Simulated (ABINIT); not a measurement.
# A GW chain in ABINIT: K2PdC2 (P-3m1), part 2 of 3

How does a plane-wave GW calculation on K2PdC2 (P-3m1) run from the first input to the gap?

ABINIT 10.8.3; PBEsol and many-body steps on it, plane waves. Known limits of the many-body steps: not at the basis limit; no spin polarisation; d states lean on the start; no spin-orbit coupling; coarse k mesh.

So far. Step 2 (Ground state): The gap is indirect, with the least direct gap 0.03 eV higher.

In doubt: a PseudoDojo file used here is known to give poor structures and forces, which bears on pressures, cells, forces and phonons.

### Step 3. Bands along the symmetry lines

Level of this step: DFT, PBEsol, plane waves, norm-conserving pseudopotentials (ABINIT).

The cheap functional maps the bands first; the places of the edges decide which points the dearer methods must see.

File run.abi:

```
acell 3*1.0 Angstrom
rprim 
  5.118184061448 -0.000000000011 0.000000000000
  -2.559092030714 4.432477418464 0.000000000000
  0.000000000000 0.000000000000 5.258137180000
ntypat 3
znucl 19 46 6
natom 5
typat 1 1 2 3 3
xred 
  0.666666666667 0.333333333333 0.720198210000
  0.333333333333 0.666666666667 0.279801790000
  0.000000000000 0.000000000000 0.000000000000
  0.000000000000 0.000000000000 0.620196780000
  0.000000000000 0.000000000000 0.379803220000
pp_dirpath "pseudos"
pseudos "K.upf, Pd.upf, C.upf"
ecut 37
iscf -2
irdden 1
kptopt 0
nkpt 75
kpt 
  0.00000000 0.00000000 0.00000000
  0.06250000 0.00000000 0.00000000
  0.12500000 0.00000000 0.00000000
  0.18750000 0.00000000 0.00000000
  0.25000000 0.00000000 0.00000000
  0.31250000 0.00000000 0.00000000
  0.37500000 0.00000000 0.00000000
  0.43750000 0.00000000 0.00000000
  0.50000000 0.00000000 0.00000000
  0.47916667 0.04166667 0.00000000
  0.45833333 0.08333333 0.00000000
  0.43750000 0.12500000 0.00000000
  0.41666666 0.16666666 0.00000000
  0.39583333 0.20833333 0.00000000
  0.37500000 0.25000000 0.00000000
  0.35416666 0.29166666 0.00000000
  0.33333333 0.33333333 0.00000000
  0.29166666 0.29166666 0.00000000
  0.25000000 0.25000000 0.00000000
  0.20833333 0.20833333 0.00000000
  0.16666666 0.16666666 0.00000000
  0.12500000 0.12500000 0.00000000
  0.08333333 0.08333333 0.00000000
  0.04166667 0.04166667 0.00000000
  0.00000000 0.00000000 0.00000000
  0.00000000 0.00000000 0.06250000
  0.00000000 0.00000000 0.12500000
  0.00000000 0.00000000 0.18750000
  0.00000000 0.00000000 0.25000000
  0.00000000 0.00000000 0.31250000
  0.00000000 0.00000000 0.37500000
  0.00000000 0.00000000 0.43750000
  0.00000000 0.00000000 0.50000000
  0.06250000 0.00000000 0.50000000
  0.12500000 0.00000000 0.50000000
  0.18750000 0.00000000 0.50000000
  0.25000000 0.00000000 0.50000000
  0.31250000 0.00000000 0.50000000
  0.37500000 0.00000000 0.50000000
  0.43750000 0.00000000 0.50000000
  0.50000000 0.00000000 0.50000000
  0.47916667 0.04166667 0.50000000
  0.45833333 0.08333333 0.50000000
  0.43750000 0.12500000 0.50000000
  0.41666666 0.16666666 0.50000000
  0.39583333 0.20833333 0.50000000
  0.37500000 0.25000000 0.50000000
  0.35416666 0.29166666 0.50000000
  0.33333333 0.33333333 0.50000000
  0.29166666 0.29166666 0.50000000
  0.25000000 0.25000000 0.50000000
  0.20833333 0.20833333 0.50000000
  0.16666666 0.16666666 0.50000000
  0.12500000 0.12500000 0.50000000
  0.08333333 0.08333333 0.50000000
  0.04166667 0.04166667 0.50000000
  0.00000000 0.00000000 0.50000000
  0.50000000 0.00000000 0.50000000
  0.50000000 0.00000000 0.43750000
  0.50000000 0.00000000 0.37500000
  0.50000000 0.00000000 0.31250000
  0.50000000 0.00000000 0.25000000
  0.50000000 0.00000000 0.18750000
  0.50000000 0.00000000 0.12500000
  0.50000000 0.00000000 0.06250000
  0.50000000 0.00000000 0.00000000
  0.33333333 0.33333333 0.50000000
  0.33333333 0.33333333 0.43750000
  0.33333333 0.33333333 0.37500000
  0.33333333 0.33333333 0.31250000
  0.33333333 0.33333333 0.25000000
  0.33333333 0.33333333 0.18750000
  0.33333333 0.33333333 0.12500000
  0.33333333 0.33333333 0.06250000
  0.33333333 0.33333333 0.00000000
istwfk *1
nband 29
nbdbuf 2
tolwfr 1e-08
nstep 40
prtwf 0
prtvol 0
indata_prefix "in"
outdata_prefix "out"
tmpdata_prefix "tmp"
```

Command:

```sh
> OMP_NUM_THREADS=1 mpirun -n 4 abinit run.abi > log
```

Numbers of over 12 decimals in the logs are rounded to 6 here.

Output:

```text
.Version 10.8.3 of ABINIT. v10.8.2 released Aug 2026.

 Symmetries : space group P-3 m 1 (#164); Bravais hP (primitive hexag.)
[... echo of the input left out ...]
== DATASET  1 ==================================================================
-   mpi_nproc: 4, omp_nthreads: 1 (-1 if OMP is not activated)

--- !DatasetInfo
iteration_state: {dtset: 1, }
dimensions: {natom: 5, nkpt: 75, mband: 29, nsppol: 1, nspinor: 1, nspden: 1, mpw: 8704, }
cutoff_energies: {ecut:  37.0, pawecutdg:  -1.0, }
electrons: {nelect:   4.40000000E+01, charge:   0.00000000E+00, occopt:   1.00000000E+00, tsmear:   1.00000000E-02, }

 Real(R)+Recip(G) space primitive vectors, cartesian coordinates (Bohr,Bohr^-1):
 R(1)=  9.6719661  0.0000000  0.0000000  G(1)=  0.1033916  0.0596932  0.0000000
 R(2)= -4.8359831  8.3761684  0.0000000  G(2)=  0.0000000  0.1193863  0.0000000
 R(3)=  0.0000000  0.0000000  9.9364392  G(3)=  0.0000000  0.0000000  0.1006397
 Unit cell volume ucvol=  8.0499085E+02 bohr^3
 Angles (23,13,12)=  9.00000000E+01  9.00000000E+01  1.20000000E+02 degrees

 getcut: wavevector=  0.0000  0.0000  0.0000  ngfft=  54  54  60
         ecut(hartree)=     37.000   => boxcut(ratio)=   2.03945

--- Pseudopotential description ------------------------------------------------
- K Generated using ONCVPSP code by D. R. Hamann
- 19.00000   9.00000  180301                  znucl, zion, pspdat
12 -116133 2 -1 2250                          pspcod,pspxc,lmax,lloc,mmax
     nproj     2     2     2
  pspatm : epsatm=    8.32504554
         --- l  ekb(1:nproj) -->
             0   10.921326    0.816676
             1    4.431000    0.560368
             2   -3.384038   -1.043186
 pspatm: atomic psp has been read  and splines computed

- Pd Generated using ONCVPSP code by D. R. Hamann
- 46.00000  18.00000  180301                  znucl, zion, pspdat
12 -116133 2 -1 1238                          pspcod,pspxc,lmax,lloc,mmax
     nproj     2     2     2
  pspatm : epsatm=   26.17260746
         --- l  ekb(1:nproj) -->
[...]
pspatm: atomic psp has been read  and splines computed

- C Generated using ONCVPSP code by D. R. Hamann
-  6.00000   4.00000  180301                  znucl, zion, pspdat
12 -116133 1 -1 1248                          pspcod,pspxc,lmax,lloc,mmax
     nproj     2     2     0
  pspatm : epsatm=    4.34909242
         --- l  ekb(1:nproj) -->
[...]
pspatm: atomic psp has been read  and splines computed

--------------------------------------------------------------------------------

================================================================================
 prteigrs : about to open file out_EIG
 Non-SCF case, kpt    1 (  0.00000  0.00000  0.00000), residuals and eigenvalues=
  6.70E-09  6.43E-09  4.85E-09  6.34E-09  4.82E-09  4.97E-09  5.63E-09  3.58E-09
  7.11E-09  6.15E-09  2.87E-09  5.32E-09  9.83E-09  5.14E-09  5.16E-09  3.46E-09
[...]
Non-SCF case, kpt   75 (  0.33333  0.33333  0.00000), residuals and eigenvalues=
[...]
-3.4716E-01 -6.7405E-02 -4.7394E-02  2.4983E-02  2.4983E-02  4.8465E-02
  4.8465E-02  7.7260E-02  7.7260E-02  1.0252E-01  2.2263E-01  2.2263E-01
[...]
--- !ResultsGS
iteration_state: {dtset: 1, }
comment   : Summary of ground state results
lattice_vectors:
- [  9.6719661,  -0.0000000,   0.0000000, ]
- [ -4.8359831,   8.3761684,   0.0000000, ]
- [  0.0000000,   0.0000000,   9.9364392, ]
lattice_lengths: [   9.67197,    9.67197,    9.93644, ]
lattice_angles: [ 90.000,  90.000, 120.000, ] # degrees, (23, 13, 12)
lattice_volume:   8.0499085E+02
convergence: {deltae:  0.000E+00, res2:  0.000E+00, residm:  9.985E-09, diffor:  0.000E+00, }
etotal    :  -2.06853428E+02
entropy   :   0.00000000E+00
fermie    :   1.18459066E-01
cartesian_stress_tensor: null
pressure_GPa: null
xred      :
- [  6.6667E-01,   3.3333E-01,   7.2020E-01,  K]
- [  3.3333E-01,   6.6667E-01,   2.7980E-01,  K]
- [  0.0000E+00,   0.0000E+00,   0.0000E+00, Pd]
- [  0.0000E+00,   0.0000E+00,   6.2020E-01,  C]
- [  0.0000E+00,   0.0000E+00,   3.7980E-01,  C]
cartesian_forces: null
force_length_stats: {min: null, max: null, mean: null, }

 Integrated electronic density in atomic spheres:
 ------------------------------------------------
 Atom  Sphere_radius  Integrated_density
[...]
================================================================================

 ----iterations are completed or convergence reached----

 Mean square residual over all n,k,spin=   61.078E-10; max=  99.849E-10
 reduced coordinates (array xred) for    5 atoms
[...]
0.000000000000      0.000000000000      0.620196780000
       0.000000000000      0.000000000000      0.379803220000

 cartesian coordinates (angstrom) at end:
    1      2.559092     1.477492     3.786901
    2      6.67e-12     2.954985     1.471236
    3      0.000000     0.000000     0.000000
    4      0.000000     0.000000     3.261080
    5      0.000000     0.000000     1.997057
 length scales=  1.889726125908  1.889726125908  1.889726125908 bohr
              =  1.000000000000  1.000000000000  1.000000000000 angstroms
 prteigrs : about to open file out_EIG
 Eigenvalues (hartree) for nkpt=  75  k points:
 kpt#   1, nband= 29, wtk=  1.00000, kpt=  0.0000  0.0000  0.0000 (reduced coord)
[...]
kpt#   2, nband= 29, wtk=  1.00000, kpt=  0.0625  0.0000  0.0000 (reduced coord)
[...]
kpt#   3, nband= 29, wtk=  1.00000, kpt=  0.1250  0.0000  0.0000 (reduced coord)
[...]
kpt#  74, nband= 29, wtk=  1.00000, kpt=  0.3333  0.3333  0.0625 (reduced coord)
[...]
0.30362    0.30362    0.32219    0.34065    0.34066
 kpt#  75, nband= 29, wtk=  1.00000, kpt=  0.3333  0.3333  0.0000 (reduced coord)
[...]
-0.37546   -0.37118   -0.37118   -0.36847   -0.34716   -0.06740   -0.04739    0.02498
   0.02498    0.04847    0.04847    0.07726    0.07726    0.10252    0.22263    0.22263
   0.30758    0.30758    0.32223    0.33717    0.33717

== END DATASET(S) ==============================================================
================================================================================

 -outvars: echo values of variables after computation  --------
            nband          29
             nkpt          75
          spgroup         164
 [... the other variables as echoed above ...]

 Calculation completed.
```

Elapsed: 2.8 min, on 4 MPI ranks of Arm Neoverse V1, shared host; peak memory 0.59 GiB.

Numbers from this step:

```yaml
gap: 1.364 eV
k_of_the_valence_top: 0, 0, 0.5
k_of_the_conduction_bottom: 0.5, 0, 0.5
least_direct_gap: 1.390 eV
```

The gap is 1.364 eV, as in the run before at this level.

Electronic bands along the path, in eV, zero at the top of the highest filled band:

| point | band 19 | band 20 | band 21 | band 22 | band 23 | band 24 | band 25 | band 26 |
| --- | --- | --- | --- | --- | --- | --- | --- | --- |
| Γ | -1.90 | -1.51 | -1.14 | -1.14 | 4.11 | 4.45 | 5.27 | 5.27 |
| halfway | -1.88 | -1.18 | -1.09 | -0.98 | 3.19 | 3.89 | 5.02 | 5.54 |
| M | -1.86 | -1.23 | -1.05 | -0.51 | 2.47 | 3.63 | 4.64 | 5.40 |
| halfway | -1.88 | -1.19 | -1.07 | -0.48 | 2.55 | 3.32 | 4.78 | 5.57 |
| K | -1.90 | -1.12 | -1.12 | -0.43 | 2.83 | 2.83 | 5.15 | 5.15 |
| halfway | -1.88 | -1.16 | -1.10 | -0.87 | 3.05 | 3.74 | 4.98 | 5.55 |
| Γ | -1.90 | -1.51 | -1.14 | -1.14 | 4.11 | 4.45 | 5.27 | 5.27 |
| halfway | -1.14 | -1.14 | -0.88 | -0.88 | 3.72 | 3.72 | 3.86 | 4.83 |
| A | -1.14 | -1.14 | 0.00 | 0.00 | 2.66 | 2.66 | 3.71 | 4.57 |
| halfway | -1.10 | -1.09 | -0.03 | -0.01 | 2.00 | 2.76 | 4.20 | 4.93 |
| L | -1.05 | -0.76 | -0.05 | -0.03 | 1.36 | 2.85 | 4.78 | 4.80 |
| halfway | -1.07 | -0.74 | -0.06 | -0.04 | 1.53 | 2.50 | 4.85 | 4.88 |
| H | -1.11 | -0.71 | -0.06 | -0.06 | 1.93 | 1.93 | 4.89 | 4.89 |
| halfway | -1.14 | -1.02 | -0.04 | -0.02 | 1.93 | 2.66 | 4.33 | 5.01 |
| A | -1.14 | -1.14 | 0.00 | 0.00 | 2.66 | 2.66 | 3.71 | 4.57 |
| jump to L | -1.05 | -0.76 | -0.05 | -0.03 | 1.36 | 2.85 | 4.78 | 4.80 |
| halfway | -1.06 | -1.05 | -0.84 | -0.58 | 2.16 | 3.73 | 3.96 | 4.93 |
| M | -1.86 | -1.23 | -1.05 | -0.51 | 2.47 | 3.63 | 4.64 | 5.40 |
| jump to H | -1.11 | -0.71 | -0.06 | -0.06 | 1.93 | 1.93 | 4.89 | 4.89 |
| halfway | -1.15 | -0.92 | -0.92 | -0.52 | 2.61 | 2.61 | 4.56 | 4.56 |
| K | -1.90 | -1.12 | -1.12 | -0.43 | 2.83 | 2.83 | 5.15 | 5.15 |

### Step 4. Empty states on the mesh, 3×3×2 mesh, 111 bands

The sums over transitions need many empty states on a uniform mesh; this step solves for them.

File run.abi:

```
acell 3*1.0 Angstrom
rprim 
  5.118184061448 -0.000000000011 0.000000000000
  -2.559092030714 4.432477418464 0.000000000000
  0.000000000000 0.000000000000 5.258137180000
ntypat 3
znucl 19 46 6
natom 5
typat 1 1 2 3 3
xred 
  0.666666666667 0.333333333333 0.720198210000
  0.333333333333 0.666666666667 0.279801790000
  0.000000000000 0.000000000000 0.000000000000
  0.000000000000 0.000000000000 0.620196780000
  0.000000000000 0.000000000000 0.379803220000
pp_dirpath "pseudos"
pseudos "K.upf, Pd.upf, C.upf"
ecut 37
ngkpt 3 3 2
nshiftk 1
shiftk 0 0 0
kptopt 1
chksymbreak 0
iscf -2
irdden 1
istwfk *1
nband 111
nbdbuf 10
tolwfr 1e-09
nstep 60
prtvol 0
indata_prefix "in"
outdata_prefix "out"
tmpdata_prefix "tmp"
```

Output:

```text
.Version 10.8.3 of ABINIT. v10.8.2 released Aug 2026.

 Symmetries : space group P-3 m 1 (#164); Bravais hP (primitive hexag.)
[... echo of the input left out ...]
== DATASET  1 ==================================================================
-   mpi_nproc: 4, omp_nthreads: 1 (-1 if OMP is not activated)

--- !DatasetInfo
iteration_state: {dtset: 1, }
dimensions: {natom: 5, nkpt: 6, mband: 111, nsppol: 1, nspinor: 1, nspden: 1, mpw: 8704, }
cutoff_energies: {ecut:  37.0, pawecutdg:  -1.0, }
electrons: {nelect:   4.40000000E+01, charge:   0.00000000E+00, occopt:   1.00000000E+00, tsmear:   1.00000000E-02, }

 Real(R)+Recip(G) space primitive vectors, cartesian coordinates (Bohr,Bohr^-1):
 R(1)=  9.6719661  0.0000000  0.0000000  G(1)=  0.1033916  0.0596932  0.0000000
 R(2)= -4.8359831  8.3761684  0.0000000  G(2)=  0.0000000  0.1193863  0.0000000
 R(3)=  0.0000000  0.0000000  9.9364392  G(3)=  0.0000000  0.0000000  0.1006397
 Unit cell volume ucvol=  8.0499085E+02 bohr^3
 Angles (23,13,12)=  9.00000000E+01  9.00000000E+01  1.20000000E+02 degrees

 getcut: wavevector=  0.0000  0.0000  0.0000  ngfft=  54  54  60
         ecut(hartree)=     37.000   => boxcut(ratio)=   2.03945

--- Pseudopotential description ------------------------------------------------
- K Generated using ONCVPSP code by D. R. Hamann
- 19.00000   9.00000  180301                  znucl, zion, pspdat
12 -116133 2 -1 2250                          pspcod,pspxc,lmax,lloc,mmax
     nproj     2     2     2
  pspatm : epsatm=    8.32504554
         --- l  ekb(1:nproj) -->
             0   10.921326    0.816676
             1    4.431000    0.560368
             2   -3.384038   -1.043186
 pspatm: atomic psp has been read  and splines computed

- Pd Generated using ONCVPSP code by D. R. Hamann
- 46.00000  18.00000  180301                  znucl, zion, pspdat
12 -116133 2 -1 1238                          pspcod,pspxc,lmax,lloc,mmax
     nproj     2     2     2
  pspatm : epsatm=   26.17260746
         --- l  ekb(1:nproj) -->
[...]
pspatm: atomic psp has been read  and splines computed

- C Generated using ONCVPSP code by D. R. Hamann
-  6.00000   4.00000  180301                  znucl, zion, pspdat
12 -116133 1 -1 1248                          pspcod,pspxc,lmax,lloc,mmax
     nproj     2     2     0
  pspatm : epsatm=    4.34909242
         --- l  ekb(1:nproj) -->
[...]
pspatm: atomic psp has been read  and splines computed

--------------------------------------------------------------------------------

================================================================================
 prteigrs : about to open file out_EIG
 Non-SCF case, kpt    1 (  0.00000  0.00000  0.00000), residuals and eigenvalues=
  9.73E-10  2.03E-10  3.21E-10  3.13E-10  6.45E-10  3.10E-10  8.30E-10  2.21E-10
  7.81E-10  2.44E-10  1.76E-10  9.68E-10  5.87E-10  9.64E-10  4.01E-10  3.24E-10
  9.84E-10  5.47E-10  9.80E-10  8.26E-10  2.47E-10  5.19E-10  4.65E-10  6.48E-10
[...]
9.44E-09  2.65E-06  1.88E-07  1.28E-04  1.09E-06  1.16E-05  6.74E-04
 -2.9324E+00 -1.6860E+00 -1.6694E+00 -1.6694E+00 -9.7640E-01 -9.7469E-01
 -3.8170E-01 -3.7384E-01 -3.7384E-01 -3.7029E-01 -3.6918E-01 -3.6918E-01
 -3.5860E-01 -6.9236E-02 -5.2892E-02  2.9813E-02  2.9813E-02  4.8558E-02
[...]
1.4530E+00  1.4647E+00  1.5109E+00  1.5109E+00  1.5288E+00  1.5288E+00
  1.5354E+00  1.5354E+00  1.5544E+00  1.5961E+00  1.6189E+00  1.6193E+00
[...]
prteigrs : prtvol=0 or 1, do not print more k-points.

--- !ResultsGS
iteration_state: {dtset: 1, }
comment   : Summary of ground state results
lattice_vectors:
- [  9.6719661,  -0.0000000,   0.0000000, ]
- [ -4.8359831,   8.3761684,   0.0000000, ]
- [  0.0000000,   0.0000000,   9.9364392, ]
lattice_lengths: [   9.67197,    9.67197,    9.93644, ]
lattice_angles: [ 90.000,  90.000, 120.000, ] # degrees, (23, 13, 12)
lattice_volume:   8.0499085E+02
convergence: {deltae:  0.000E+00, res2:  0.000E+00, residm:  9.974E-10, diffor:  0.000E+00, }
etotal    :  -2.06853428E+02
entropy   :   0.00000000E+00
fermie    :   1.18459066E-01
cartesian_stress_tensor: null
pressure_GPa: null
xred      :
- [  6.6667E-01,   3.3333E-01,   7.2020E-01,  K]
- [  3.3333E-01,   6.6667E-01,   2.7980E-01,  K]
- [  0.0000E+00,   0.0000E+00,   0.0000E+00, Pd]
- [  0.0000E+00,   0.0000E+00,   6.2020E-01,  C]
- [  0.0000E+00,   0.0000E+00,   3.7980E-01,  C]
cartesian_forces: null
force_length_stats: {min: null, max: null, mean: null, }

 Integrated electronic density in atomic spheres:
 ------------------------------------------------
 Atom  Sphere_radius  Integrated_density
[...]
================================================================================

 ----iterations are completed or convergence reached----

 Mean square residual over all n,k,spin=   49.709E-11; max=  99.741E-11
 reduced coordinates (array xred) for    5 atoms
[...]
0.000000000000      0.000000000000      0.620196780000
       0.000000000000      0.000000000000      0.379803220000

 cartesian coordinates (angstrom) at end:
    1      2.559092     1.477492     3.786901
    2      6.67e-12     2.954985     1.471236
    3      0.000000     0.000000     0.000000
    4      0.000000     0.000000     3.261080
    5      0.000000     0.000000     1.997057
 length scales=  1.889726125908  1.889726125908  1.889726125908 bohr
              =  1.000000000000  1.000000000000  1.000000000000 angstroms
 prteigrs : about to open file out_EIG
 Eigenvalues (hartree) for nkpt=   6  k points:
 kpt#   1, nband=111, wtk=  0.05556, kpt=  0.0000  0.0000  0.0000 (reduced coord)
[...]
1.35616    1.36257    1.39927    1.40532    1.41258    1.41583    1.41583    1.45300
   1.45300    1.46470    1.51092    1.51092    1.52884    1.52884    1.53542    1.53542
   1.55439    1.59610    1.61894    1.61928    1.63818    1.63870    1.64821
 prteigrs : prtvol=0 or 1, do not print more k-points.

== END DATASET(S) ==============================================================
================================================================================

 -outvars: echo values of variables after computation  --------
            nband         111
             nkpt           6
          spgroup         164
 [... the other variables as echoed above ...]

 Calculation completed.
```

Run time: 62 s. Hardware: 4 MPI ranks; peak memory 0.42 GiB; 4.1 min of CPU time.

This step gave:

- gap: 1.694 eV
- k of the valence top: 0, 0, 0.5
- k of the conduction bottom: 0.3333, 0, 0.5
- least direct gap: 1.714 eV
- k points computed: 6
- lowest point of the top converged band, above the valence top: 37.57 eV

On this mesh the gap is 1.694 eV. The earlier step found 1.364 eV, so this mesh misses an edge.

(Continued in part 3 of 3.)

[Paths, hosts, dates, memory and timing lines, banners, echoed tables and standing remarks are left out of the program output.]

[Logs are printed without paths, hosts, clocks, repeated set-up lines and the standing remarks that a program may print on its own settings, such as how far it seeks lower states.]

[Runs of the session that timed out or met a known fault of the program may be left out.]

[Hosts, paths, dates, database ids (printed as entryN), source tags and the programs' standing remarks are cut or masked in the printed files.]

[G0W0 gaps are taken among the corrected bands and points alone; a level outside them can change the order at an edge.]

[Where Ansatz stands beside ABINIT at settings called matched, ABINIT's density can come from a denser mesh and the files from another edition; pairs whose starting gaps differed by over 0.03 eV were left out, so agreement reads better than it is.]
